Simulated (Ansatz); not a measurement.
# Graphene zigzag nanoribbon, H-capped, B on C sites (72 atoms): geometry optimisation, part 3 of 3

Wanted: the relaxed structure of graphene zigzag nanoribbon, H-capped, B on C sites (72 atoms) and its electronic structure.

Ansatz 0.2.0; Kohn-Sham DFT, LDA, PAW (set soft_2), plane waves.

The cell: 53 C, 7 B and 12 H. The main run has no spin polarisation. Only the Γ point is sampled, in a cell whose periodic width is 15 Å.

So far. Step 3 (Relaxation): The relaxation changed the energy by -95.2 meV/atom, and atoms moved by 0.33 Å r.m.s., 0.88 Å at most.

### Step 5. Single point at the relaxed geometry

One more single point at the end of the walk gives the fuller output and checks the residual forces.

Input file input.yaml:

```yaml
crystal:
  lattice:
    - [14.76, 0.0, 0.0]
    - [0.0, 21.41183, 0.0]
    - [0.0, 0.0, 10.0]
  atoms:
    - { symbol: C, position: [0.99856, 0.31501, 0.492] }
    - { symbol: C, position: [0.08134, 0.28269, 0.49283] }
    - { symbol: C, position: [0.08148, 0.41367, 0.52197] }
    - { symbol: C, position: [0.99769, 0.38216, 0.50154] }
    [... 62 atom lines left out ...]
    - { symbol: H, position: [0.58326, 0.23161, 0.47301] }
    - { symbol: H, position: [0.49834, 0.77846, 0.47752] }
    - { symbol: H, position: [0.74842, 0.23216, 0.47219] }
    - { symbol: H, position: [0.66689, 0.76452, 0.44109] }
    - { symbol: H, position: [0.91712, 0.23183, 0.47525] }
    - { symbol: H, position: [0.83265, 0.77657, 0.42881] }
kpoints:
  mp_grid: { grid: [1, 1, 1] }
hamiltonian:
  xc: lda
scf:
  occupations: { method: fermi_dirac, width: 0.025 }
output:
  forces: true
  populations: true
  dos:
    method: { smearing: { sigma: 0.15 } }
    de: 0.1
    projected:
      site_lists:
        B: [B]
        C: [C]
        H: [H]
        sheet: [0, 1, 2, 3, 4, 5, 6, 7, 8, 9, 10, 11, 12, 13, 14, 15, 16, 17, 18, 19, 20, 21, 22, 23, 24, 25, 26, 27, 28, 29, 30, 31, 32, 33, 34, 35, 36, 37, 38, 39, 40, 41, 42, 43, 44, 45, 46, 47, 48, 49, 50, 51, 52, 53, 54, 55, 56, 57, 58, 59]
        hydrogen: [60, 61, 62, 63, 64, 65, 66, 67, 68, 69, 70, 71]
  eigenvalues: true
  write_density: true
  write_potential: true
  volumetric_format: npy
  elf: true
```

The run is started by

```
$ ansatz run input.yaml --threads 4 --pin off --max-ram 8192MiB --backend cpu --events-out ev --progress --plain --runs-dir out
```

What it wrote:

```text
[...]
Crystal: 72 atoms, lattice volume = 3160.386 Å³
Basis set: ecut = 420 eV, 61875 PW (Γ)
Bands: 195, of which v1, the nominal top of the filled ones, is band 123 counted from 1 (122 counted from 0)
Symmetry: 1 space group operations
[...]
k-points: 1
[...]
SCF iter   1: F=—  HF=-14100.577615 eV  |F-HF|=—  |Δ(HF+E_count)|=         —  Δρ=7.08e-3  dr2=5.07e0  ethr=1.77e-3  ⟨swp⟩=7.0  Hψ=992  notcnv=0  defer=57
[...]
SCF iter  22: F=-14099.750535 eV  HF=-14099.750535 eV  |F-HF|=6.74e-8  |Δ(HF+E_count)|=   7.69e-8  Δρ=8.70e-7  dr2=4.43e-8  ethr=4.08e-11  ⟨swp⟩=9.0  Hψ=1158  notcnv=0
SCF 1 converged in 22 iterations: F = -14099.750535 eV  dr2 = 4.43e-8
[...]
WARN: The output density's exchange-correlation potential varies sharply where the density is thin. Do not read a vacuum level from v_tot or v_xc, or from such a field of the output density. On a cell that repeats whose density bears no net charge and no dipole along the vacuum's axis use v_es (v_loc + v_h of the components); [...]
SCF converged after 22 iterations
Free energy (F): -14099.750535 eV
[...]
Internal energy: -14099.703586 eV  (E = F + TS)
E sigma→0 (E₀):  -14099.727060 eV
Entropy (-TS):   -0.046949 eV (-0.652 meV/atom)
Fermi energy:    -3.190830 eV
[...]
--- Forces (eV/Å), atoms counted from 1 ---
  atom   1  C     -0.00728716    -0.00323050    -0.00113384
  atom   2  C      0.00500784     0.01197524     0.00270920
  atom   3  C     -0.00260714     0.00215678     0.00092485
  atom   4  C      0.00293253    -0.00045642    -0.00037674
  atom   5  C     -0.00117044    -0.00850841    -0.00206412
  atom   6  C      0.00035216    -0.00016944     0.00083418
  atom   7  C      0.00110165    -0.00297086    -0.00222054
  atom   8  B     -0.00199027     0.00262338    -0.00005431
  atom   9  C      0.01141701    -0.00903262     0.00287917
  atom  10  C     -0.00088860     0.01144682    -0.00155317
  atom  11  C     -0.00225237    -0.00024773     0.00105032
  atom  12  C     -0.00403803    -0.00052064    -0.00365731
  atom  13  B     -0.00358959    -0.00543294    -0.00153453
  atom  14  C      0.00472067     0.00355329     0.00134126
[...]
atom  71  H     -0.00086275    -0.00432897    -0.00021873
  atom  72  H     -0.00135657     0.01502695    -0.00291222
  max |Σ_I F_I| component: 1.47e-4 eV/Å
--- Band table (eV) ---
[...]
--- Löwdin populations: 72 sites ---
  site symbol       q [e]
     0      C      3.9498
     1      C      4.1008
     2      C      3.9356
[...]
71      H      0.9591
  spilling = 0.011063 (of n_electrons = 245.000000)
```

It took 33 s on 4 threads of Arm Neoverse V2, shared host; peak memory 2.1 GiB; 2.1 min of CPU time.

The program notes that the exchange-correlation potential is rough where the density is thin.

Numbers from this run:

```yaml
free_energy: -14099.7505 eV
free_energy_per_atom: -195.8299 eV/atom
scf_cycles: 22
r_m_s_force_component: 0.0054 eV/Å
longest_force: 0.0309 eV/Å
fermi_energy: -3.191 eV
levels_partly_filled_by_over_2_per_cent: 2
spilling_of_the_projection: 0.01106
```

Löwdin charges by element (they lack the spilled electrons, 0.038 e an atom on average):

| element | coordination | atoms | mean charge (e) | spread | least | most |
| --- | --- | --- | --- | --- | --- | --- |
| B | all | 7 | 0.0986 | 0.0345 | 0.0457 | 0.140 |
| C | all | 53 | -0.0018 | 0.0693 | -0.137 | 0.109 |
| H | all | 12 | 0.176 | 0.06 | 0.0409 | 0.206 |

By region:

| region | atoms | mean length of the force (eV/Å) |
| --- | --- | --- |
| sheet | 60 | 0.008 |
| hydrogen | 12 | 0.006 |

States in the cell by windows of 1 eV, zero at the Fermi level; the larger projections on atomic orbitals stand beside the total:

| from (eV) | to (eV) | total | sheet | C p | B p | C s |
| --- | --- | --- | --- | --- | --- | --- |
| -18 | -17 | 8.5 | 8.2 | 1.3 | 0.2 | 6.7 |
| -17 | -16 | 6.7 | 6.5 | 1.6 | 0.2 | 4.6 |
| -16 | -15 | 10.1 | 9.7 | 3.1 | 0.3 | 6.2 |
| -15 | -14 | 7.7 | 7.4 | 2.6 | 0.2 | 4.4 |
| -14 | -13 | 13.9 | 13.4 | 5.6 | 0.4 | 7.2 |
| -13 | -12 | 5.2 | 5.0 | 2.1 | 0.2 | 2.5 |
| -12 | -11 | 8.9 | 8.5 | 4.7 | 0.2 | 3.2 |
| -11 | -10 | 14.0 | 13.3 | 8.5 | 0.5 | 4.0 |
| -10 | -9 | 8.5 | 8.0 | 5.4 | 0.3 | 2.1 |
| -9 | -8 | 11.1 | 10.4 | 8.0 | 0.4 | 1.7 |
| -8 | -7 | 13.9 | 12.9 | 10.1 | 0.3 | 1.8 |
| -7 | -6 | 18.5 | 17.1 | 14.4 | 0.6 | 1.5 |
| -6 | -5 | 27.3 | 25.2 | 22.8 | 0.8 | 1.0 |
| -5 | -4 | 23.6 | 22.2 | 20.0 | 1.1 | 0.6 |
| -4 | -3 | 21.0 | 19.8 | 17.1 | 2.0 | 0.4 |
| -3 | -2 | 19.8 | 18.7 | 14.4 | 3.7 | 0.5 |
| -2 | -1 | 18.8 | 18.5 | 16.1 | 2.2 | 0.2 |
| -1 | 0 | 7.2 | 7.2 | 5.3 | 1.8 | 0.1 |
| 0 | 1 | 6.9 | 6.9 | 5.5 | 1.3 | 0.0 |
| 1 | 2 | 2.2 | 2.2 | 1.7 | 0.5 | 0.0 |
| 2 | 3 | 5.8 | 5.7 | 4.9 | 0.8 | 0.0 |
| 3 | 4 | 14.8 | 13.1 | 11.5 | 1.5 | 0.0 |
| 4 | 5 | 21.4 | 9.9 | 7.5 | 1.9 | 0.3 |

The levels nearest the highest filled one (over half full), pooled over k-points and spins:

| level less the highest filled one (eV) | occupation |
| --- | --- |
| -1.15 | 2 |
| -1.05 | 2 |
| -0.866 | 2 |
| -0.453 | 2 |
| -0.0589 | 1.86 |
| 0 | 1.13 |
| 0.182 | 0.002 |
| 0.588 | 0 |
| 0.845 | 0 |
| 1.71 | 0 |
| 2.21 | 0 |
| 2.24 | 0 |

Electrostatic potential energy in the ab plane at fractional z = 0.490, with atoms of C and B and H within 0.2 Å of it. With pseudopotentials it is smooth inside the atoms' cores, unlike the true potential.

Ten even steps from '0' (-61 eV) to '9' (2 eV), each cell a mean:
```
999999999999999999999999999999999999999999
999999999999999999999999999999999999999999
999999999999999999999999999999999999999999
999999999999999999999999999999999999999999
999999999999999999999899999999999999999999
479999758999976899996589999989999999999997
037887315888732688861047787436888854688772
565116777645777741377774016777524788850156
997557999878999975689985237998645899863479
357557778878888875673244235224533632452364
468999878999999999985368997436899853589985
047888778999999998872036565004766720266662
786347999999999975588884016888512688740168
886358999888999975589985227888523789852378
046456447888854675562035445103534510353451
368998557999865789985368997436899743689974
035445104544610353451035445103544510354451
884137888523788851268885237888523788851378
998479999856999985699998569999857999985699
999999999999999999999999999999999999999999
999999999999999999999999999999999999999999
999999999999999999999999999999999999999999
999999999999999999999999999999999999999999
999999999999999999999999999999999999999999
```
Columns run along a (14.8 Å; values clipped at the 3rd and 97th percentile), rows up along b (21.4 Å). Atoms in or near the plane, at fractional coordinates: C at (0.00, 0.32), C at (0.08, 0.28), C at (0.00, 0.38), B at (0.00, 0.58), C at (0.00, 0.71), C at (0.16, 0.31), C at (0.25, 0.28), C at (0.33, 0.31), C at (0.42, 0.28), C at (0.50, 0.31), C at (0.58, 0.28), C at (0.58, 0.42), C at (0.50, 0.38), C at (0.58, 0.48) and more.

Valence density in the ab plane at fractional z = 0.490, with atoms of C and B and H within 0.2 Å of it. It is the smooth field of the valence electrons, not physical close to the nuclei.

Values in e/Å³, 13 rows by 16 columns, each cell a mean:
```
0.0 0.0 0.0 0.0 0.0 0.0 0.0 0.0 0.0 0.0 0.0 0.0 0.0 0.0 0.0 0.0
0.0 0.0 0.0 0.0 0.0 0.0 0.0 0.0 0.0 0.0 0.0 0.0 0.0 0.0 0.0 0.0
0.2 0.0 0.2 0.1 0.1 0.2 0.0 0.2 0.3 0.0 0.1 0.0 0.0 0.1 0.0 0.1
1.5 0.8 1.3 0.8 0.7 1.2 0.8 0.9 0.9 0.8 1.1 0.8 0.6 0.6 0.7 1.2
0.6 1.3 0.5 0.6 0.7 0.4 1.1 0.7 0.7 1.7 0.6 1.0 1.1 0.4 1.5 1.0
0.8 0.6 0.7 0.5 0.3 0.4 0.4 1.0 1.4 0.8 1.6 1.1 0.8 1.6 0.9 0.9
1.2 0.9 0.6 0.3 0.2 0.2 0.4 0.9 1.2 1.5 1.3 1.0 0.9 1.3 1.4 1.3
1.0 1.2 0.7 0.4 0.4 0.6 1.1 1.0 1.1 1.6 1.0 1.3 1.5 1.0 1.6 1.2
1.4 0.6 1.3 0.8 0.6 1.4 0.7 1.1 1.5 0.6 1.6 1.0 0.8 1.7 0.7 1.2
0.8 1.6 0.7 1.1 1.3 0.6 1.5 1.0 0.8 1.5 0.7 1.1 1.3 0.6 1.4 1.0
0.0 0.1 0.0 0.1 0.1 0.0 0.1 0.1 0.0 0.1 0.0 0.1 0.1 0.0 0.1 0.1
0.0 0.0 0.0 0.0 0.0 0.0 0.0 0.0 0.0 0.0 0.0 0.0 0.0 0.0 0.0 0.0
0.0 0.0 0.0 0.0 0.0 0.0 0.0 0.0 0.0 0.0 0.0 0.0 0.0 0.0 0.0 0.0
```
Columns run along a (14.8 Å), rows up along b (21.4 Å). Atoms in or near the plane, at fractional coordinates: C at (0.00, 0.32), C at (0.08, 0.28), C at (0.00, 0.38), B at (0.00, 0.58), C at (0.00, 0.71), C at (0.16, 0.31), C at (0.25, 0.28), C at (0.33, 0.31), C at (0.42, 0.28), C at (0.50, 0.31), C at (0.58, 0.28), C at (0.58, 0.42), C at (0.50, 0.38), C at (0.58, 0.48) and more.

Mean Löwdin charges: B +0.10, C -0.00, H +0.18 e (they miss 1.1 % of the electrons, so they add up to more than the cell's charge). Charges this small depend on the projection, at times even in sign. Within 0.4 eV of the Fermi level the largest share is C p (79 % of the projected weight).

A closer look about B59, one of the 7 B atoms: 10 atoms, nearest first, numbered in the order of the input, with positions taken from that point.

| atom | x | y | z | distance (Å) | bonds | Löwdin charge (e) |
| --- | --- | --- | --- | --- | --- | --- |
| B59 | 0.00 | 0.00 | 0.00 | 0.00 | 3 | 0.05 |
| H72 | -0.03 | 1.19 | -0.17 | 1.21 | 1 | 0.04 |
| C60 | 1.28 | -0.77 | 0.25 | 1.51 | 3 | -0.07 |
| C50 | -1.27 | -0.82 | 0.06 | 1.52 | 3 | -0.08 |
| C49 | -2.49 | -0.15 | 0.08 | 2.50 | 3 | -0.04 |
| C57 | 1.21 | -2.19 | 0.35 | 2.52 | 3 | -0.04 |
| C9 | 2.49 | -0.13 | 0.41 | 2.53 | 3 | -0.05 |
| C47 | -1.26 | -2.23 | 0.21 | 2.57 | 3 | 0.08 |
| H70 | -2.48 | 0.94 | -0.05 | 2.65 | 1 | 0.20 |
| H62 | 2.52 | 0.96 | 0.31 | 2.71 | 1 | 0.20 |

The column of bonds counts only the pairs C-C within 1.82 Å, C-H within 1.39 Å, C-B within 1.93 Å, H-B within 1.49 Å, B-B within 2.02 Å; other neighbours, such as metal atoms beside each other in a compound, aren't counted, and periodic images can show an atom twice.

### Step 6. What came out

```
energy change in the relaxation : -95.16 meV/atom
r.m.s. displacement             : 0.328 Å
largest displacement            : 0.882 Å
free energy per atom            : -195.8299 eV/atom
r.m.s. force component          : 0.0054 eV/Å
wall time of the 3 DFT runs     : 5.5 min
```

What this shows: Relaxation lowers the energy by 95.2 meV/atom and moves atoms by 0.33 Å r.m.s.; the r.m.s. force component goes from 1.9 to 0.0054 eV/Å. By the final cutoffs no bond was broken or made. First to last step the energy falls by 6.851 eV; the largest move, 0.88 Å, is that of C16. The C-B bonds go from 1.412 Å (spread 0.038) to 1.503 Å (spread 0.010). With the cutoffs above, all B atoms have 3, all C atoms have 3 and all H atoms have 1 bonded neighbour. No gap is quoted: the electron count is odd and spin is off, so a level is left part filled.

[Logs are printed without paths, hosts, clocks, repeated set-up lines and the standing remarks that a program may print on its own settings, such as how far it seeks lower states.]

[Hosts, paths, dates, database ids (printed as entryN), source tags and the programs' standing remarks are cut or masked in the printed files.]
